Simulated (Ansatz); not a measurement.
# InPt3C (Pm-3m): following an unstable mode, part 2 of 3

Which phase does InPt3C (Pm-3m) fall into along its unstable mode, and how much energy does it gain?

Ansatz 0.2.0; DFT PBEsol, scalar-relativistic, plane waves, PAW; PAW set soft_1.

So far, highest frequency on the path or at a solved wavevector (cm⁻¹): step 2 (phonons on a q mesh) 628. Also lowest frequency on the path (cm⁻¹): step 2 -99.8.

## Step 4: The mode frozen in, largest atomic shift 0.32 Å

The atoms are moved along the unstable eigenvector, the largest shift by 0.32 Å, with the cell fixed.

input.yaml reads:

```yaml
crystal:
  lattice:
    - [-4.1977651068, 0.0, 0.0]
    - [0.0, -4.1977651068, -4.1977651068]
    - [0.0, -4.1977651068, 4.1977651068]
  atoms:
    - { symbol: In, position: [0.0, 0.5, 0.5] }
    - { symbol: In, position: [0.0, 1.0, 1.0] }
    - { symbol: Pt, position: [0.4237689599, 0.75, 0.25] }
    - { symbol: Pt, position: [0.5762310401, 0.25, 0.75] }
    - { symbol: Pt, position: [0.5762310401, 0.75, 0.75] }
    - { symbol: Pt, position: [0.4237689599, 0.25, 0.25] }
    - { symbol: Pt, position: [1.0, 0.0, 0.5] }
    - { symbol: Pt, position: [1.0, 0.5, 0.0] }
    - { symbol: C, position: [0.5, 0.0, 0.5] }
    - { symbol: C, position: [0.5, 0.5, 0.0] }
kpoints:
  mp_grid: { grid: [8, 6, 6] }
hamiltonian:
  xc: pbesol
  pseudopotentials: { kind: paw, azcp: { folder: soft_1 }, xc_functional: pbe }
scf:
  occupations: { method: methfessel_paxton, width: 0.2 }
output:
  forces: true
  stress: true
  eigenvalues: true
  write_density: true
  write_potential: true
  elf: true
  volumetric_format: npy
```

Launch:

```bash
$ ansatz run input.yaml --threads 4 --pin off --max-ram 10240MiB --backend cpu --events-out ev --progress --plain --runs-dir out
```

Numbers of over 12 decimals in the logs are rounded to 6 here.

What it wrote:

```text
[...]
Crystal: 10 atoms, lattice volume = 147.940 Å³
Basis set: ecut = 420 eV, 2871 PW (Γ), exchange–correlation on 60×80×80 points (8 copies of the dense FFT grid, shifted against one another)
Bands: 86, of which v1, the nominal top of the filled ones, is band 71 counted from 1 (70 counted from 0)
Symmetry: 8 space group operations
[...]
k-points: 80 of 288
[...]
k-point 0: bands = [... 67 lower, 18.0861, 18.3548, 18.4038, 18.5691, 18.8616, 19.2039, 21.5059, 21.5433, ... 11 higher]
  k-point 1: bands = [... 67 lower, 18.0614, 18.4666, 18.5277, 18.7627, 18.8729, 19.1342, 20.9284, 21.6577, ... 11 higher]
  k-point 2: bands = [... 67 lower, 18.1840, 18.3479, 18.7988, 18.8979, 18.9583, 19.4596, 20.3841, 21.8265, ... 11 higher]
  k-point 79: bands = [... 67 lower, 17.9286, 18.3949, 18.3949, 18.7457, 18.7457, 21.2926, 21.2926, 21.3607, ... 11 higher]
[key lines of the parts left out:]
SCF converged after 8 iterations
Free energy (F): -85854.952969 eV
Fermi energy:    19.377892 eV
P = ⅓ Tr σ = 2.1666 GPa (21.666 kbar)
```

Wall time 22 s (4 threads of Arm Neoverse V1, shared host); peak memory 1 GiB.

Numbers from this step:

```yaml
pressure: 2.167 GPa
energy_from_the_undistorted_cell: -63.95 meV/atom
```

The energy, extrapolated to zero smearing, is -63.95 meV/atom against the undistorted cell.

The run ends at a pressure of 2.17 GPa, with forces up to 0.14 eV/Å.

## Step 5: Energy along the mode, all amplitudes (two of the runs are shown above)

An imaginary frequency means negative curvature, so the energy should fall and then rise again as anharmonic terms take over.

Numbers from this step:

```yaml
depth_at_the_lowest_point_sampled: 63.95 meV/atom
largest_atomic_shift_at_that_point: 0.32 Å
```

Table of energy from the parent by largest atomic shift:

```csv
largest atomic shift (Å),energy from the parent (meV/atom)
0.000,0
0.040,-2.22
0.080,-8.54
0.140,-23.5
0.220,-46.5
0.320,-64.0
0.450,-39.4
0.600,90.5
```

Displacement at unit largest shift by atom:

```csv
atom,x (Å),y (Å),z (Å),size
In1,0.00,0.00,0.00,0.00
In2,0.00,0.00,0.00,0.00
Pt3,1.00,0.00,0.00,1.00
Pt4,-1.00,0.00,0.00,1.00
Pt5,-1.00,0.00,0.00,1.00
Pt6,1.00,0.00,0.00,1.00
Pt7,0.00,0.00,0.00,0.00
Pt8,0.00,0.00,0.00,0.00
C9,0.00,0.00,0.00,0.00
C10,0.00,0.00,0.00,0.00
```

The lowest of the steps tried is at 0.32 Å, 64.0 meV/atom below the parent; the bottom of the well need not coincide with a step.

## Step 6: Relaxation from the frozen mode

Starting from the lowest point found, all atoms and the cell are let go, so that strain and other modes of the same symmetry can join in.

Edit input.yaml of step 4 so:

```diff
@@ -27,5 +27,6 @@
   eigenvalues: true
-  write_density: true
-  write_potential: true
-  elf: true
-  volumetric_format: npy
+relax:
+  adjacent_minimum: "off"
+  f_tol: 0.002
+  max_steps: 120
+  cell: { stress_tol: 0.03 }
```

What it wrote:

```text
[...]
Crystal: 10 atoms, lattice volume = 147.940 Å³
Basis set: ecut = 420 eV, 2871 PW (Γ), exchange–correlation on 60×80×80 points (8 copies of the dense FFT grid, shifted against one another)
Bands: 86, of which v1, the nominal top of the filled ones, is band 71 counted from 1 (70 counted from 0)
Symmetry: 8 space group operations
[...]
k-points: 80 of 288
[...]
SCF iter   1: F=—  HF=-85860.560068 eV  |F-HF|=—  |Δ(HF+E_count)|=         —  Δρ=1.11e-1  dr2=2.26e1  ethr=3.10e-3  ⟨swp⟩=5.2  Hψ=22713  notcnv=0
[...]
SCF iter   8: F=-85854.952969 eV  HF=-85854.952969 eV  |F-HF|=3.84e-9  |Δ(HF+E_count)|=   3.75e-7  S|Δr|=    0.00e0  Δρ=6.72e-6  dr2=4.55e-8  ethr=7.04e-11  ⟨swp⟩=9.2  Hψ=31155  notcnv=0
SCF 1 converged in 8 iterations: F = -85854.952969 eV  dr2 = 4.55e-8
[...]
relax step   1: F+E_penalty+E_count = -85854.95296854 eV  Δ(F+E_penalty+E_count) = +0.000e0 eV  max|allowed force component| = 1.414e-1 eV/Å  Δτ_max = 0.0000 Å  P = +2.167 GPa  Ω = 147.940 Å³  (8 SCF iters, dr2 threshold 1.00e-7 eV, accepted)
Crystal: 10 atoms, lattice volume = 150.437 Å³
Basis set: ecut = 420 eV, 2921 PW (Γ), exchange–correlation on 60×80×80 points (8 copies of the dense FFT grid, shifted against one another)
[...]
iter 1 solved again at ethr=2.71e-5 eV; its pass at ethr=3.10e-3 eV (dr2=3.85e-2 eV) is discarded
[...]
SCF iter   6: F=-85855.033041 eV  HF=-85855.033041 eV  |F-HF|=3.91e-8  |Δ(HF+E_count)|=   3.29e-7  S|Δr|=    0.00e0  Δρ=5.55e-6  dr2=7.84e-8  ethr=7.04e-10  ⟨swp⟩=5.2  Hψ=23992  notcnv=0
SCF 2 converged in 6 iterations: F = -85855.033041 eV  dr2 = 7.84e-8
relax step   2: F+E_penalty+E_count = -85855.03304113 eV  Δ(F+E_penalty+E_count) = -8.007e-2 eV  max|allowed force component| = 3.168e-2 eV/Å  Δτ_max = 0.0320 Å  P = -1.066 GPa  Ω = 150.437 Å³  energy of the carried Pulay correction = -1.640e-3 eV  (6 SCF iters, dr2 threshold 1.00e-6 eV, accepted)
Crystal: 10 atoms, lattice volume = 149.759 Å³
Basis set: ecut = 420 eV, 2937 PW (Γ), exchange–correlation on 60×80×80 points (8 copies of the dense FFT grid, shifted against one another)
[...]
SCF iter   6: F=-85855.072367 eV  HF=-85855.072367 eV  |F-HF|=3.28e-7  |Δ(HF+E_count)|=   3.15e-6  S|Δr|=    0.00e0  Δρ=1.93e-5  dr2=7.80e-7  ethr=7.04e-10  ⟨swp⟩=6.2  Hψ=28223  notcnv=0
SCF 3 converged in 6 iterations: F = -85855.072367 eV  dr2 = 7.80e-7
[...]
relax step   3: F+E_penalty+E_count = -85855.07236707 eV  Δ(F+E_penalty+E_count) = -3.933e-2 eV  max|allowed force component| = 3.755e-1 eV/Å  Δτ_max = 0.0536 Å  P = +1.264 GPa  Ω = 149.759 Å³  energy of the carried Pulay correction = -1.197e-3 eV  (6 SCF iters, dr2 threshold 1.00e-6 eV, accepted)
[...]
relax step   4: F+E_penalty+E_count = -85855.10065566 eV  Δ(F+E_penalty+E_count) = -2.829e-2 eV  max|allowed force component| = 3.523e-2 eV/Å  Δτ_max = 0.0404 Å  P = -0.758 GPa  Ω = 150.456 Å³  energy of the carried Pulay correction = -1.652e-3 eV  (6 SCF iters, dr2 threshold 1.00e-6 eV, accepted)
[...]
relax step   5: F+E_penalty+E_count = -85855.10224157 eV  Δ(F+E_penalty+E_count) = -1.586e-3 eV  max|allowed force component| = 1.457e-3 eV/Å  Δτ_max = 0.0019 Å  P = -0.099 GPa  Ω = 150.027 Å³  energy of the carried Pulay correction = -1.372e-3 eV  (4 SCF iters, dr2 threshold 1.00e-6 eV, accepted)
[...]
relax step   6: F+E_penalty+E_count = -85855.10234159 eV  Δ(F+E_penalty+E_count) = -1.000e-4 eV  max|allowed force component| = 7.257e-4 eV/Å  Δτ_max = 0.0001 Å  P = +0.018 GPa  Ω = 149.952 Å³  energy of the carried Pulay correction = -1.323e-3 eV  (4 SCF iters, dr2 threshold 5.86e-8 eV, accepted)
[...]
relax step   7: F+E_penalty+E_count = -85855.10237768 eV  Δ(F+E_penalty+E_count) = -3.609e-5 eV  max|allowed force component| = 5.493e-4 eV/Å  Δτ_max = 0.0002 Å  P = +0.002 GPa  Ω = 149.954 Å³  energy of the carried Pulay correction = -1.325e-3 eV  (5 SCF iters, dr2 threshold 1.11e-8 eV, accepted)
[...]
relax step   8: F+E_penalty+E_count = -85855.10541777 eV  Δ(F+E_penalty+E_count) = -3.040e-3 eV  max|allowed force component| = 7.494e-4 eV/Å  Δτ_max = 0.0000 Å  P = +0.012 GPa  Ω = 149.954 Å³  stress off target by 4.76e-2 GPa  SCF on the basis re-selected at this cell (its energy is not comparable with the rows above)  (6 SCF iters)
[...]
relax step   9: F+E_penalty+E_count = -85855.10542712 eV  Δ(F+E_penalty+E_count) = -9.347e-6 eV  max|allowed force component| = 2.035e-4 eV/Å  Δτ_max = 0.0003 Å  P = +0.001 GPa  Ω = 149.968 Å³  energy of the carried Pulay correction = -1.017e-5 eV  (4 SCF iters, dr2 threshold 5.66e-9 eV, accepted)
[...]
SCF iter   5: F=-85855.105434 eV  HF=-85855.105434 eV  |F-HF|=1.46e-11  |Δ(HF+E_count)|=  8.73e-11  S|Δr|=    0.00e0  Δρ=1.27e-7  dr2=1.41e-11  ethr=1.00e-12  ⟨swp⟩=3.0  Hψ=23210  notcnv=0
SCF 10 converged in 5 iterations: F = -85855.105434 eV  dr2 = 1.41e-11
relax step  10: F+E_penalty+E_count = -85855.10543435 eV  Δ(F+E_penalty+E_count) = -7.230e-6 eV  max|allowed force component| = 2.034e-4 eV/Å  Δτ_max = 0.0000 Å  P = +0.001 GPa  Ω = 149.968 Å³  stress off target by 3.41e-3 GPa  SCF on the basis re-selected at this cell (its energy is not comparable with the rows above)  (5 SCF iters)
[...]
SCF converged after 5 iterations
[...]
Free energy (F): -85855.105434 eV
[...]
Internal energy: -85855.105467 eV  (E = F + TS)
E sigma→0 (E₀):  -85855.105443 eV
Entropy (-TS):   0.000033 eV (0.003 meV/atom)
Fermi energy:    18.929739 eV
Step filling:    the computed levels leave a gap of 0.0113 eV = 0.1 smearing widths at the electron count; against every level under it full and every level over it empty, smearing changes F+E_penalty+E_count by -1.530 meV and its σ→0 estimate by -1.539 meV
[...]
--- Forces (eV/Å), atoms counted from 1 ---
  atom   1  In     0.00000000     0.00000000    -0.00000000
  atom   2  In     0.00000000     0.00000000     0.00000000
  atom   3  Pt    -0.00020344     0.00000000     0.00000000
  atom   4  Pt     0.00020344    -0.00000000    -0.00000000
  atom   5  Pt     0.00020344    -0.00000000     0.00000000
  atom   6  Pt    -0.00020344     0.00000000    -0.00000000
  atom   7  Pt     0.00000000     0.00000000     0.00000000
  atom   8  Pt     0.00000000    -0.00000000     0.00000000
  atom   9  C      0.00000000     0.00000000    -0.00000000
  atom  10  C      0.00000000     0.00000000     0.00000000
  max |Σ_I F_I| component: 3.47e-18 eV/Å
--- Stress (GPa, compression-positive) ---
        0.000392       0.000000       0.000000
        0.000000       0.001329       0.002078
        0.000000       0.002078       0.001329
  P = ⅓ Tr σ = 0.0010 GPa (0.010 kbar)
--- Band table (eV; the first three rows and the last of 80) ---
  k-point 0: bands = [... 67 lower, 17.7690, 17.7762, 17.8034, 18.2253, 18.5835, 18.6508, 20.7247, 21.0791, ... 11 higher]
  k-point 1: bands = [... 67 lower, 17.6225, 17.7996, 17.9346, 18.1342, 18.5491, 19.0510, 20.4344, 21.2703, ... 11 higher]
  k-point 2: bands = [... 67 lower, 17.7178, 17.8374, 17.9332, 18.0739, 18.3317, 19.7669, 20.0480, 21.3999, ... 11 higher]
  k-point 79: bands = [... 67 lower, 17.6653, 17.8912, 17.8912, 18.2300, 18.2300, 20.9452, 20.9452, 20.9711, ... 11 higher]
--- Relaxed structure (8 steps of the walk, 8 accepted, 2 SCFs on fresh bases) ---
  F+E_penalty+E_count = -85855.10543435 eV   max|allowed force component| = 2.034e-4 eV/Å   (the final SCF, on the basis selected at the relaxed cell)
  cell:  # Å, volume = 149.9683 Å³
    - [-4.306315, 0, 0]
    - [0, -4.394069, -4.394069]
    - [0, -3.962752, 3.962752]
  atoms:
    - { symbol: In, position: [1.6529971847797883e-19, 0.500000, 0.500000] }
    - { symbol: In, position: [1.652997184779788e-19, 1.000000, 1.000000] }
    - { symbol: Pt, position: [0.412509, 0.75, 0.25] }
    - { symbol: Pt, position: [0.587491, 0.25, 0.75] }
    - { symbol: Pt, position: [0.587491, 0.75, 0.750000] }
    - { symbol: Pt, position: [0.412509, 0.250000, 0.250000] }
    - { symbol: Pt, position: [1.0, 0.0, 0.5] }
    - { symbol: Pt, position: [1.0, 0.500000, 0.0] }
    - { symbol: C, position: [0.5, 0.0, 0.5] }
    - { symbol: C, position: [0.5, 0.500000, 0.0] }
```

Wall time 2.6 min (4 threads); peak memory 1.1 GiB; 10 min of CPU time.

Relaxation path:

| step | energy less that of the first step (eV) | largest force component (eV/Å) | pressure (GPa) | volume (Å³) |
| --- | --- | --- | --- | --- |
| 1 | 0.0000 | 0.1414 | 2.17 | 147.94 |
| 2 | -0.0801 | 0.0317 | -1.07 | 150.44 |
| 3 | -0.1194 | 0.3755 | 1.26 | 149.76 |
| 4 | -0.1477 | 0.0352 | -0.76 | 150.46 |
| 5 | -0.1493 | 0.0015 | -0.10 | 150.03 |
| 6 | -0.1494 | 0.0007 | 0.02 | 149.95 |
| 7 | -0.1494 | 0.0005 | 0.00 | 149.95 |
| 8* | -0.1524 | 0.0007 | 0.01 | 149.95 |
| 9 | -0.1525 | 0.0002 | 0.00 | 149.97 |
| 10* | -0.1525 | 0.0002 | 0.00 | 149.97 |

Relaxation steps marked * repeat the geometry before them on a plane-wave basis chosen anew for their cell, so energy and pressure can jump there.

The run keeps the 8 symmetry operations that it works with, so distortions that break them were not tested.

```csv
cell as run,before,after,change
a (Å),4.198,4.306,+2.6 %
b (Å),5.937,6.214,+4.7 %
c (Å),5.937,5.604,-5.6 %
volume (Å³/atom),14.79,15.00,+1.4 %
```

The atoms that moved most (Å, as changes of fractional coordinates times the final cell):

| atom | dx | dy | dz | length |
| --- | --- | --- | --- | --- |
| Pt3 | 0.048 | 0.000 | 0.000 | 0.048 |
| Pt6 | 0.048 | 0.000 | 0.000 | 0.048 |
| Pt4 | -0.048 | 0.000 | 0.000 | 0.048 |
| Pt5 | -0.048 | 0.000 | 0.000 | 0.048 |

Numbers from this step:

* pressure: 0.001016 GPa
* volume per atom: 15.00 Å³

The distorted start has space group Pmna; the relaxation ends in Pmna.

## Step 7: The new phase in its own primitive cell

The relaxed structure is symmetrised, reduced to its primitive cell and relaxed tightly, as its phonons need.

input.yaml, the sections that differ from step 6:

```yaml
crystal:
  lattice:
    - [6.2141519712, 0.0, 0.0]
    - [0.0, 4.3063147306, 0.0]
    - [0.0, 0.0, 5.6041772178]
  atoms:
    - { symbol: In, position: [0.5, 0.0, 0.5] }
    - { symbol: In, position: [0.0, 0.0, 0.0] }
    - { symbol: Pt, position: [0.25, 0.587490501, 0.75] }
    - { symbol: Pt, position: [0.75, 0.412509499, 0.25] }
    - { symbol: Pt, position: [0.25, 0.412509499, 0.25] }
    - { symbol: Pt, position: [0.75, 0.587490501, 0.75] }
    - { symbol: Pt, position: [0.0, 0.0, 0.5] }
    - { symbol: Pt, position: [0.5, 0.0, 0.0] }
    - { symbol: C, position: [0.0, 0.5, 0.5] }
    - { symbol: C, position: [0.5, 0.5, 0.0] }
kpoints:
  mp_grid: { grid: [6, 8, 6] }
relax:
  adjacent_minimum: "off"
  f_tol: 0.001
  max_steps: 60
  cell: { stress_tol: 0.01 }
# hamiltonian, scf, output: as in step 6
```

What it wrote:

```text
[...]
Crystal: 10 atoms, lattice volume = 149.968 Å³
Basis set: ecut = 420 eV, 2929 PW (Γ), exchange–correlation on 90×60×80 points (8 copies of the dense FFT grid, shifted against one another)
Bands: 86, of which v1, the nominal top of the filled ones, is band 71 counted from 1 (70 counted from 0)
Symmetry: 8 space group operations
[...]
k-points: 80 of 288
[...]
- { symbol: In, position: [0.5, 0.0, 0.5] }
    - { symbol: In, position: [0.0, 0.0, 0.0] }
    - { symbol: Pt, position: [0.25, 0.587490501, 0.75] }
    - { symbol: Pt, position: [0.75, 0.412509, 0.25] }
    - { symbol: Pt, position: [0.25, 0.412509, 0.25] }
    - { symbol: Pt, position: [0.75, 0.587490501, 0.75] }
    - { symbol: Pt, position: [0.0, 0.0, 0.5] }
    - { symbol: Pt, position: [0.5, 0.0, 0.0] }
    - { symbol: C, position: [0.0, 0.5, 0.5] }
    - { symbol: C, position: [0.5, 0.5, 0.0] }
[key lines of the parts left out:]
SCF converged after 6 iterations
Free energy (F): -85855.105434 eV
Fermi energy:    18.929739 eV
P = ⅓ Tr σ = 0.0010 GPa (0.010 kbar)
```

It took 41 s on 4 threads; peak memory 1.1 GiB.

Little changed from the start: no atom moved by 0.005 Å and no cell edge by 0.1 %.

This step gave:

| Item | Value |
| --- | --- |
| pressure | 0.001017 GPa |

The largest force component left is 0.20 meV/Å and the pressure is 0.001 GPa, within the tolerances set. The cell now holds 15.00 Å³/atom.

[end of part 2 of 3]

[Logs are printed without paths, hosts, clocks, repeated set-up lines and the standing remarks that a program may print on its own settings, such as how far it seeks lower states.]

[Hosts, paths, dates, database ids (printed as entryN), source tags and the programs' standing remarks are cut or masked in the printed files.]
